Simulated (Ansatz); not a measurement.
# TaGe2N4 monolayer in a perpendicular field

Wanted: the out-of-plane response of the TaGe2N4 monolayer. A positive field points along +c.

Program: Ansatz 0.2.0. Level of theory: plane-wave DFT, PBE-D3(BJ), Ansatz PAW. Results are calculated unless marked as measured.

### Step 1. Set-up

The cell holds 7 atoms: 4 N, 2 Ge and 1 Ta. Cell: a = 3.020 Å, b = 3.020 Å, c = 46.204 Å, α = 90.0°, β = 90.0°, γ = 120.0°. Vacuum lies along c.

Structure file:

```cif
data_structure
_symmetry_space_group_name_H-M 'P 1'
_symmetry_Int_Tables_number 1
_cell_length_a 3.0200
_cell_length_b 3.0200
_cell_length_c 46.2038
_cell_angle_alpha 90.000
_cell_angle_beta 90.000
_cell_angle_gamma 120.000
_cell_volume 364.94
loop_
_atom_site_label
_atom_site_type_symbol
_atom_site_fract_x
_atom_site_fract_y
_atom_site_fract_z
_atom_site_occupancy
N1 N 0.00000 0.00000 0.41771 1
Ge2 Ge 0.33333 0.66667 0.43044 1
N3 N 0.33333 0.66667 0.47026 1
Ta4 Ta 0.00000 0.00000 0.50000 1
N5 N 0.33333 0.66667 0.52974 1
Ge6 Ge 0.33333 0.66667 0.56956 1
N7 N 0.00000 0.00000 0.58229 1
```

### Step 2. Relaxation

The starting cell is a guess, so the in-plane lattice and the atoms are relaxed first, with the slab cut off from its images along the normal.

input.yaml reads:

```yaml
crystal:
  lattice:
    - [3.02, 0.0, 0.0]
    - [-1.51, 2.6153967194, 0.0]
    - [0.0, 0.0, 46.2038125637]
  atoms:
    - { symbol: "N", position: [0.0, 0.0, 0.4177144467] }
    - { symbol: Ge, position: [0.3333333333, 0.6666666667, 0.4304355641] }
    - { symbol: "N", position: [0.3333333333, 0.6666666667, 0.4702591176] }
    - { symbol: Ta, position: [0.0, 0.0, 0.5], spin: 1.0 }
    - { symbol: "N", position: [0.3333333333, 0.6666666667, 0.5297408824] }
    - { symbol: Ge, position: [0.3333333333, 0.6666666667, 0.5695644359] }
    - { symbol: "N", position: [0.0, 0.0, 0.5822855533] }
  periodic: [true, true, false]
magnetization:
  spin_polarized: true
kpoints:
  mp_grid: { grid: [12, 12, 1] }
hamiltonian:
  xc: pbe
  dispersion: d3bj
scf:
  occupations: { method: fermi_dirac, width: 0.05 }
  convergence: { dr2_threshold: 1.0e-09 }
relax:
  f_tol: 0.004
  max_steps: 90
  cell: {}
output:
  write_potential: true
  write_density: true
  volumetric_format: npy
```

Run with:

```console
> ansatz run input.yaml --threads 4 --pin off --max-ram 6144MiB --backend cpu --events-out ev --progress --plain --runs-dir out
```

Numbers of over 12 decimals in the logs are rounded to 6 here.

What it wrote:

```text
Warning: relax.cell: scf.convergence.dr2_threshold = 1e-9 eV is looser than the 2.25883531276e-10 eV advised for a relaxation that steers and ends on the stress (1e-10 eV for each atom of the cell: 7, times the square of relax.cell.stress_2d_tol = 0.05 N/m over 17.6 Å (the atoms' height at the walk's start and 5 Å past either face), 2.840e-2 GPa, over a crystal's default 0.05). What an SCF threshold leaves in a stress goes as its square root, and in the free energy as the threshold itself, and one threshold admits the most on a small cell: [figures from the program's tests cut] Set scf.convergence.dr2_threshold to 2.25883531276e-10 eV or tighter. [rest of the remark cut]
Engine: ansatz 0.2.0, x86_64-unknown-linux-gnu
Pseudopotentials: kind: paw
Pseudopotential: N, paw, valence charge 5, recommended cutoff 420 eV (normal), N.paw.azcp
Pseudopotential: Ge, paw, valence charge 14, recommended cutoff 420 eV (normal), Ge.paw.azcp
Pseudopotential: Ta, paw, valence charge 13, recommended cutoff 420 eV (normal), Ta.paw.azcp
Functional definition: PBE
  parameter kappa = 0.804
  parameter beta = 0.066725
  exchange = pbe_x(kappa = kappa, mu = beta*pi^2/3)
  correlation = pbe_c(beta = beta)
Crystal: 7 atoms, lattice volume = 364.941 Å³
Basis set: ecut = 420 eV, 7007 PW (Γ), exchange–correlation on 48×48×640 points (8 copies of the dense FFT grid, shifted against one another)
Bands: 38, of which v1, the nominal top of the filled ones, is band 31 counted from 1 (30 counted from 0)
Symmetry: 12 space group operations
Space group: P-6m2 (ITA 187), of the structure as read, at distance tolerance 7.1e-5 Å
Magnetic group: BNS 187.209 (UNI 1439), of the structure as read, at distance tolerance 7.1e-5 Å
k-points: 19 of 144 (time reversal used)
Non-local potential: N, projectors of the file, l = 0: 2, l = 1: 2, l = 2: 1
Non-local potential: Ge, projectors of the file, l = 0: 2, l = 1: 2, l = 2: 3, l = 3: 1
Non-local potential: Ta, projectors of the file, l = 0: 3, l = 1: 2, l = 2: 2, l = 3: 1
PAW form: soft (Blöchl's): semilocal exchange-correlation on the pseudo side does not see the compensation charge
PAW one-centre angular grid: N, 110 points (default); XC on 64 Gauss nodes
PAW one-centre angular grid: Ge, 590 points (default); XC on 64 Gauss nodes
PAW one-centre angular grid: Ta, 590 points (default); XC on 64 Gauss nodes
Initial density: superposition of atomic densities (neutral atoms: chi_scale 0, normalization atom)
Starting moments: Σ|m| = 1 μB on 1 of 7 sites
Initial wavefunctions: pseudopotential atomic-orbital guess
Functional: x = pbe(κ = 0.804, μ = 0.219515), c = pbe(β = 0.066725)
SCF iter   1: F=—  HF=-20068.775146 eV  |F-HF|=—  |Δ(HF+E_count)|=         —  Δρ=3.99e-2 (↑3.99e-2 ↓3.95e-2)  dr2=2.66e1  dr2_m=4.07e-2  M=0.799 μB ∫|m|=0.825 μB  β_m=0.30  ethr=3.10e-3  ⟨swp⟩=13.2  Hψ=9727  notcnv=0
Mixer restart at iter 1: flushing history
preconditioner: auto → LDOS  [metal: Δε(μ)=0.081 eV  Ē_g=17.992 eV  σ=0.050 eV  W_gap=0.38  n_scr=28 (ndim 8)  ℏωp=14.2 eV  f_vac=0.757  D(μ)=1.55/eV (n_scr^D=12)]
spin=Collinear: LDOS preconditioning applied to the charge; magnetization (m = ρ↑ − ρ↓) channel mixes plain (no charge-response kernel on spin).
SCF iter   2: F=—  HF=-20062.542939 eV  |F-HF|=—  |Δ(HF+E_count)|=    6.23e0  Δρ=1.67e-2 (↑1.67e-2 ↓1.66e-2)  dr2=4.66e0  dr2_m=1.93e-2  M=0.748 μB ∫|m|=0.785 μB  β_m=0.39  ethr=3.10e-3  ⟨swp⟩=4.7  Hψ=3999  notcnv=0  defer=76
SCF iter   3: F=—  HF=-20061.549662 eV  |F-HF|=—  |Δ(HF+E_count)|=   9.93e-1  Δρ=6.40e-3 (↑6.40e-3 ↓6.40e-3)  dr2=3.91e-1  dr2_m=5.33e-3  M=0.694 μB ∫|m|=0.728 μB  β_m=0.54  ethr=3.10e-3  ⟨swp⟩=3.9  Hψ=3068  notcnv=0  defer=75
SCF iter   4: F=—  HF=-20061.548442 eV  |F-HF|=—  |Δ(HF+E_count)|=   1.22e-3  Δρ=1.77e-3 (↑1.77e-3 ↓1.64e-3)  dr2=3.37e-2  dr2_m=9.92e-4  M=0.647 μB ∫|m|=0.671 μB  β_m=0.64  ethr=6.40e-4  ⟨swp⟩=3.4  Hψ=3069  notcnv=0  defer=72
SCF iter   5: F=—  HF=-20061.553963 eV  |F-HF|=—  |Δ(HF+E_count)|=         —  Δρ=8.26e-4 (↑8.26e-4 ↓6.32e-4)  dr2=1.81e-3  dr2_m=1.24e-3  M=0.578 μB ∫|m|=0.591 μB  β_m=0.64  ethr=5.53e-5  ⟨swp⟩=3.4  Hψ=3368  notcnv=0  defer=73
SCF iter   6: F=—  HF=-20061.554862 eV  |F-HF|=—  |Δ(HF+E_count)|=   8.99e-4  Δρ=4.61e-4 (↑4.61e-4 ↓3.93e-4)  dr2=3.45e-4  dr2_m=4.76e-4  M=0.559 μB ∫|m|=0.569 μB  β_m=0.82  ethr=2.97e-6  ⟨swp⟩=3.6  Hψ=3530  notcnv=0  defer=71
SCF iter   7: F=—  HF=-20061.555735 eV  |F-HF|=—  |Δ(HF+E_count)|=   8.73e-4  Δρ=1.88e-4 (↑1.76e-4 ↓1.88e-4)  dr2=1.41e-4  dr2_m=7.44e-5  M=0.538 μB ∫|m|=0.545 μB  β_m=0.73  ethr=5.65e-7  ⟨swp⟩=3.2  Hψ=3311  notcnv=0  defer=71
SCF iter   8: F=—  HF=-20061.555775 eV  |F-HF|=—  |Δ(HF+E_count)|=   4.00e-5  Δρ=7.26e-5 (↑5.66e-5 ↓7.26e-5)  dr2=7.26e-6  dr2_m=1.19e-5  M=0.527 μB ∫|m|=0.534 μB  β_m=0.87  ethr=2.30e-7  ⟨swp⟩=3.2  Hψ=3332  notcnv=0  defer=71
SCF iter   9: F=—  HF=-20061.555904 eV  |F-HF|=—  |Δ(HF+E_count)|=   1.29e-4  Δρ=3.04e-5 (↑2.08e-5 ↓3.04e-5)  dr2=2.82e-6  dr2_m=1.80e-6  M=0.519 μB ∫|m|=0.525 μB  β_m=0.93  ethr=1.19e-8  ⟨swp⟩=4.4  Hψ=3738  notcnv=0  defer=71
SCF iter  10: F=—  HF=-20061.555914 eV  |F-HF|=—  |Δ(HF+E_count)|=   9.85e-6  Δρ=1.34e-5 (↑1.05e-5 ↓1.34e-5)  dr2=1.20e-6  dr2_m=2.47e-7  M=0.515 μB ∫|m|=0.521 μB  β_m=0.93  ethr=4.62e-9  ⟨swp⟩=3.9  Hψ=3339  notcnv=0  defer=71
SCF iter  11: F=—  HF=-20061.555916 eV  |F-HF|=—  |Δ(HF+E_count)|=   2.90e-6  Δρ=5.62e-6 (↑4.43e-6 ↓5.62e-6)  dr2=3.51e-7  dr2_m=3.56e-8  M=0.514 μB ∫|m|=0.519 μB  β_m=0.88  ethr=1.97e-9  ⟨swp⟩=3.5  Hψ=3363  notcnv=0  defer=71
SCF iter  12: F=—  HF=-20061.555917 eV  |F-HF|=—  |Δ(HF+E_count)|=   8.70e-7  Δρ=1.86e-6 (↑1.86e-6 ↓1.62e-6)  dr2=3.44e-8  dr2_m=1.23e-9  M=0.513 μB ∫|m|=0.518 μB  β_m=0.75  ethr=5.76e-10  ⟨swp⟩=3.5  Hψ=3252  notcnv=0  defer=71
SCF iter  13: F=—  HF=-20061.555917 eV  |F-HF|=—  |Δ(HF+E_count)|=   4.97e-8  Δρ=6.25e-7 (↑5.47e-7 ↓6.25e-7)  dr2=1.69e-9  dr2_m=4.07e-10  M=0.513 μB ∫|m|=0.518 μB  β_m=0.79  ethr=5.64e-11  ⟨swp⟩=4.0  Hψ=3420  notcnv=0  defer=71
SCF iter  14: F=-20061.555918 eV  HF=-20061.555917 eV  |F-HF|=2.30e-8  |Δ(HF+E_count)|=   6.71e-8  Δρ=2.42e-7 (↑1.63e-7 ↓2.42e-7)  dr2=1.77e-10  dr2_m=6.04e-11  M=0.513 μB ∫|m|=0.518 μB  ethr=1.64e-12  ⟨swp⟩=9.9  Hψ=12410  notcnv=0
SCF 1 converged in 14 iterations: F = -20061.555918 eV  dr2 = 1.77e-10
  greatest PAW one-centre occupation: 0.999 electrons in one spin orbital (limit 2), on the Ta atom at site 3 (counted from 0), in its partial waves of l = 0
[...]
relax step   7: F+E_penalty+E_count = -20062.08919160 eV  Δ(F+E_penalty+E_count) = -6.744e-3 eV  max|allowed force component| = 8.078e-4 eV/Å  Δτ_max = 0.0000 Å  P = +0.166 N/m  Ω = 373.823 Å³  fix = [c, alpha, beta]  reactions: c +0.000 N/m  stress off target by 1.66e-1 N/m on what of the cell is left free  SCF on the basis re-selected at this cell (its energy is not comparable with the rows above)  (7 SCF iters)
[...]
relax step   8: F+E_penalty+E_count = -20062.08908209 eV  Δ(F+E_penalty+E_count) = +1.095e-4 eV  max|allowed force component| = 5.307e-4 eV/Å  Δτ_max = 0.0004 Å  P = +0.008 N/m  Ω = 374.022 Å³  energy of the carried Pulay correction = -1.326e-4 eV  fix = [c, alpha, beta]  reactions: c +0.000 N/m  (7 SCF iters, accepted)
iter 1 solved again at ethr=8.91e-8 eV; its pass at ethr=3.10e-3 eV (dr2=5.44e-5 eV) is discarded
SCF iter   1: F=—  HF=-20062.087492 eV  |F-HF|=—  |Δ(HF+E_count)|=         —  Δρ=2.92e-5 (↑2.92e-5 ↓2.92e-5)  dr2=2.76e-7  dr2_m=9.98e-11  M=0.683 μB ∫|m|=0.698 μB  β_m=0.65  ethr=8.91e-8  ⟨swp⟩=7.4  Hψ=17658  notcnv=0
spin=Collinear: LDOS preconditioning applied to the charge; magnetization (m = ρ↑ − ρ↓) channel mixes plain (no charge-response kernel on spin).
SCF iter   2: F=—  HF=-20062.088753 eV  |F-HF|=—  |Δ(HF+E_count)|=   1.26e-3  Δρ=1.02e-5 (↑1.02e-5 ↓1.02e-5)  dr2=4.00e-8  dr2_m=2.78e-11  M=0.683 μB ∫|m|=0.698 μB  β_m=0.61  ethr=4.53e-10  ⟨swp⟩=4.7  Hψ=4293  notcnv=0
SCF iter   3: F=—  HF=-20062.089161 eV  |F-HF|=—  |Δ(HF+E_count)|=   4.08e-4  Δρ=1.56e-6 (↑1.56e-6 ↓1.56e-6)  dr2=8.01e-9  dr2_m=8.69e-12  M=0.683 μB ∫|m|=0.698 μB  β_m=0.57  ethr=6.56e-11  ⟨swp⟩=4.5  Hψ=3597  notcnv=0  defer=1
iter 4 met the thresholds in force, and the SCF goes on: an eigenvalue changes by 0.25 meV, over its tolerance of 0.06 meV (output.eigenvalues, Limitations)
SCF iter   4: F=-20062.089187 eV  HF=-20062.089183 eV  |F-HF|=3.47e-6  |Δ(HF+E_count)|=   2.26e-5  Δρ=3.48e-7 (↑3.45e-7 ↓3.48e-7)  dr2=8.62e-10  dr2_m=4.22e-12  M=0.683 μB ∫|m|=0.698 μB  β_m=0.73  ethr=1.64e-12  ⟨swp⟩=17.9  Hψ=14979  notcnv=0
iter 5 met the thresholds in force, and the SCF goes on: an eigenvalue changes by 0.22 meV, over its tolerance of 0.05 meV (output.eigenvalues, Limitations)
SCF iter   5: F=-20062.089187 eV  HF=-20062.089187 eV  |F-HF|=1.82e-7  |Δ(HF+E_count)|=   3.29e-6  Δρ=6.83e-8 (↑6.83e-8 ↓6.55e-8)  dr2=5.55e-11  dr2_m=1.15e-12  M=0.683 μB ∫|m|=0.698 μB  β_m=1.00  ethr=1.41e-12  ⟨swp⟩=9.3  Hψ=10225  notcnv=0
Mixer restart at iter 5: flushing history
SCF iter   6: F=-20062.089187 eV  HF=-20062.089187 eV  |F-HF|=1.46e-10  |Δ(HF+E_count)|=   1.82e-7  Δρ=1.20e-7 (↑1.16e-7 ↓1.20e-7)  dr2=5.23e-10  dr2_m=5.21e-13  M=0.683 μB ∫|m|=0.698 μB  ethr=1.00e-12  ⟨swp⟩=9.4  Hψ=10320  notcnv=0
SCF 9 converged in 6 iterations: F = -20062.089187 eV  dr2 = 5.23e-10
relax step   9: F+E_penalty+E_count = -20062.08918672 eV  Δ(F+E_penalty+E_count) = -1.046e-4 eV  max|allowed force component| = 5.302e-4 eV/Å  Δτ_max = 0.0000 Å  P = +0.009 N/m  Ω = 374.022 Å³  fix = [c, alpha, beta]  reactions: c +0.000 N/m  stress off target by 8.74e-3 N/m on what of the cell is left free  SCF on the basis re-selected at this cell (its energy is not comparable with the rows above)  (6 SCF iters)
basis re-selected at this cell: Δ(F+E_penalty+E_count) = -1.046e-4 eV, ΔP = +0.001 N/m vs the last step (what re-selecting the basis moved, of the pressure what is left beyond the Pulay correction that the steps carried, after the strain that the cell walked since its last selection, with what the two solves' SCF thresholds leave and, on support functions, any second-order correction that the steps lacked; it is no m [...]
WARN: The output density's exchange-correlation potential varies sharply where the density is thin. Do not read a vacuum level from v_tot or v_xc, or from such a field of the output density. On a cell that repeats whose density bears no net charge and no dipole along the vacuum's axis use v_es (v_loc + v_h of the components); under efield.dipole_correction with no amplitude use v_es + v_field, which holds any externa [...]
SCF converged after 6 iterations
an eigenvalue changed by more than its tolerance at an iteration that met the thresholds in force, so the SCF went on 2 times, its first undamped step at iteration 5: the last check found none over its tolerance
Magnetization: 0.6826 μB (30.8413 up, 30.1587 down)
Absolute magnetization: 0.6979 μB (∫|ρ↑−ρ↓|, with the PAW one-centre terms)
Spin contamination: 0.0024 ħ² per cell (⟨S²⟩ above its minimum at these occupations)
Per-site moments (μB) at R_I (Å): [(0.00619508, 0.770879), (0.00272534, 0.770879), (0.00726972, 0.773662), (0.240826, 0.885139), (0.00726972, 0.773662), (0.00272534, 0.770879), (0.00619508, 0.770879)]
Free energy (F): -20062.089187 eV
Harris-Foulkes:  -20062.089187 eV  (|F-HF|=1.46e-10)
Internal energy: -20062.072312 eV  (E = F + TS)
E sigma→0 (E₀):  -20062.080749 eV
Entropy (-TS):   -0.016874 eV (-2.411 meV/atom)
Fermi energy:    -5.424375 eV
--- Per-component energies (eV) ---
  E_band       = -1431.278435
  E_kinetic    = 1113.683376
  E_local      = -358640.926600  (includes V_loc(G=0)·N_el)
  E_nonlocal   = 1043.492034
  E_hartree    = 178260.396422
  E_xc         = -609.667862
  E_vxc        = -638.856450  (∫ρ·V_xc dr)
  E_paw        = -12954.050217  (= ΣΔE_a)
  E_vpaw       = -829.459194  (= ΣTr[D̂ρ^β])
  E_aug_tail   = 0.001140  (compensation charges beyond the density's cutoff)
  E_ewald      = 171726.667184
  E_disp       = -1.667790  (pairwise vdW)
  E_smearing   = -0.016874  (= −TS)
  E_closure    = -0.000000  (closes the sum)
  Σ components = -20062.089187   (vs F -20062.089187, Δ=0.00e0)
--- Forces (eV/Å), atoms counted from 1 ---
  atom   1  N      0.00000000    -0.00000000    -0.00002313
  atom   2  Ge     0.00000000     0.00000000     0.00053016
  atom   3  N     -0.00000000    -0.00000000    -0.00019875
  atom   4  Ta     0.00000000    -0.00000000     0.00000000
  atom   5  N     -0.00000000    -0.00000000     0.00019875
  atom   6  Ge     0.00000000     0.00000000    -0.00053016
  atom   7  N      0.00000000    -0.00000000     0.00002313
  max |Σ_I F_I| component: 9.25e-16 eV/Å
--- 2D stress c σ (N/m, compression-positive) ---
        0.008738       0.000000       0.000000
        0.000000       0.008738       0.000000
        0.000000       0.000000       0.000000
  P = ½ c Tr σ = 0.0087 N/m
--- Band table (eV; the first three rows and the last of 38) ---
  k-point 0 ↑: bands = [... 27 lower, -7.7853, -7.7853, -7.3304, -5.2785, -3.7574, -3.1577, -1.7117, -1.7077, ... 3 higher]
  k-point 1 ↑: bands = [... 27 lower, -7.9762, -7.9039, -7.1864, -5.0251, -3.4033, -3.3541, -1.7015, -1.5415, ... 3 higher]
  k-point 2 ↑: bands = [... 27 lower, -8.2441, -8.2068, -7.2226, -5.1714, -3.2726, -2.8533, -1.6650, -1.1833, ... 3 higher]
  k-point 18 ↓: bands = [... 27 lower, -9.1113, -7.7695, -7.1342, -4.7405, -2.5049, -1.2066, -1.0709, -0.3807, ... 3 higher]
  the weakly bound empty levels are not read free of the cell's end (no_gap_told)
--- Relaxed structure (7 steps of the walk, 7 accepted, 2 SCFs on fresh bases) ---
  F+E_penalty+E_count = -20062.08918672 eV   max|allowed force component| = 5.302e-4 eV/Å   (the final SCF, on the basis selected at the relaxed cell)
  cell:  # Å, volume = 374.0224 Å³
    - [3.057346, 0.0, 0.0]
    - [-1.528673, 2.647739, 0.0]
    - [0.0, 0.0, 46.2038125637]
  atoms:
    - { symbol: N, position: [1.0573552618554987e-17, -5.135725556199064e-17, 0.419718] }
    - { symbol: Ge, position: [0.333333, 0.666667, 0.433000] }
    - { symbol: N, position: [0.333333, 0.666667, 0.473593] }
    - { symbol: Ta, position: [1.057355261855499e-17, -5.1357255561990634e-17, 0.5] }
    - { symbol: N, position: [0.333333, 0.666667, 0.526407] }
    - { symbol: Ge, position: [0.333333, 0.666667, 0.567000] }
    - { symbol: N, position: [1.0573552618554987e-17, -5.135725556199064e-17, 0.580282] }
```

Wall time 3.3 min (4 threads of Intel Xeon Platinum 8259CL at 2.50GHz (Skylake/Cascade Lake), shared host); peak memory 1.1 GiB; 12 min of CPU time.

Relaxation path:

```csv
step,energy less that of the first step (eV),largest force component (eV/Å),volume (Å³)
1,0.0000,3.3741,364.94
2,-0.4696,0.8523,372.05
3,-0.5238,0.2275,373.29
4,-0.5264,0.0509,373.56
5,-0.5265,0.0043,373.83
6,-0.5265,0.0005,373.82
7*,-0.5333,0.0008,373.82
8,-0.5332,0.0005,374.02
9*,-0.5333,0.0005,374.02
```

Relaxation steps marked * repeat the geometry before them on a plane-wave basis chosen anew for their cell, so energy and pressure can jump there.

The run keeps the 12 symmetry operations that it works with, so distortions that break them were not tested.

```csv
cell as run,before,after,change
a (Å),3.020,3.057,+1.2 %
b (Å),3.020,3.057,+1.2 %
```

The atoms that moved most (Å, along periodic axes as changes of fractional coordinates times the final cell, across vacuum about the mean position):

```csv
atom,dx,dy,dz,length
N5,0.000,0.000,-0.154,0.154
N3,0.000,0.000,0.154,0.154
Ge2,0.000,0.000,0.119,0.119
Ge6,0.000,0.000,-0.119,0.119
N1,0.000,0.000,0.093,0.093
N7,0.000,0.000,-0.093,0.093
```

Final coordinates:

```xyz
7
Lattice="3.0573 0.0000 0.0000 -1.5287 2.6477 0.0000 0.0000 0.0000 46.2038" Properties=species:S:1:pos:R:3
N     0.0000    0.0000   19.3926
Ge    0.0000    1.7652   20.0063
N     0.0000    1.7652   21.8818
Ta    0.0000    0.0000   23.1019
N     0.0000    1.7652   24.3220
Ge    0.0000    1.7652   26.1975
N     0.0000    0.0000   26.8112
```

Numbers from this step:

```yaml
energy_at_zero_smearing: -20062.0807 eV
total_moment: 0.6826 μB
site_moments: 0.006195, 0.002725, 0.007270, 0.2408, 0.007270, 0.002725, 0.006195 μB
```

Site moment by atom:

```csv
atom,site moment (μB)
N1,0.006
Ge2,0.003
N3,0.007
Ta4,0.241
N5,0.007
Ge6,0.003
N7,0.006
```

The lattice constant a goes from 3.020 to 3.057 Å.

(Part 1 of 2 ends here.)

[Logs are printed without paths, hosts, clocks, repeated set-up lines and the standing remarks that a program may print on its own settings, such as how far it seeks lower states.]

[Hosts, paths, dates, database ids (printed as entryN), source tags and the programs' standing remarks are cut or masked in the printed files.]

[Maps of the electrostatic potential energy from Ansatz leave out the sawtooth potential of an applied field or a dipole correction, so their vacuum need not be flat; planar profiles and work functions include it.]
